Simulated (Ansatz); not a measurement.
Planning a run of Ansatz 0.2.0 on KBr (Fm-3m). The input:

```yaml
crystal:
  lattice:
    - [0.0, 3.3, 3.3]
    - [3.3, 0.0, 3.3]
    - [3.3, 3.3, 0.0]
  atoms:
    - { symbol: K, position: [0.0, 0.0, 0.0] }
    - { symbol: Br, position: [0.5, 0.5, 0.5] }
kpoints:
  mp_grid: { grid: [4, 4, 4] }
hamiltonian:
  xc: pbe
scf:
  occupations: { method: fixed }
gw:
  n_empty_bands: 214
  ecut_chi: 120
  qp_bands: [v2, c2]
  qp_kpoints: band_edges
  screening: { model: contour_deformation }
```

```sh
ansatz run input.yaml --threads 3 --pin off --max-ram 92160MiB --backend cuda --events-out ev --progress --plain --runs-dir out --devices 1 --max-vram 13GiB
```

Question: How long will it take on 1 × NVIDIA H100 80GB HBM3 (shared by 6 runs) with 3 threads of AMD EPYC 7R13 (Zen 3), shared host, and how much memory?

It took 15 s; on shared hardware allow 7.6 s to 30 s. Peak host memory was 1.1 GiB. The sizes that set the cost: 1411 plane waves a state, 8 irreducible k points, 222 bands summed, 181 plane waves in the screening and 6 SCF cycles.

The screening grows as filled bands × empty bands × pairs of k points, times the square of the screening basis for the matrix.

[Paths, hosts, dates, memory and timing lines, banners, echoed tables and standing remarks are left out of the program output.]

[Logs are printed without paths, hosts, clocks, repeated set-up lines and the standing remarks that a program may print on its own settings, such as how far it seeks lower states.]

[Runs of the session that timed out or met a known fault of the program may be left out.]

[Cells called generated may have been cut or substituted from an entry of the Crystallography Open Database or the Materials Project.]

[Hosts, paths, dates, database ids (printed as entryN), source tags and the programs' standing remarks are cut or masked in the printed files.]
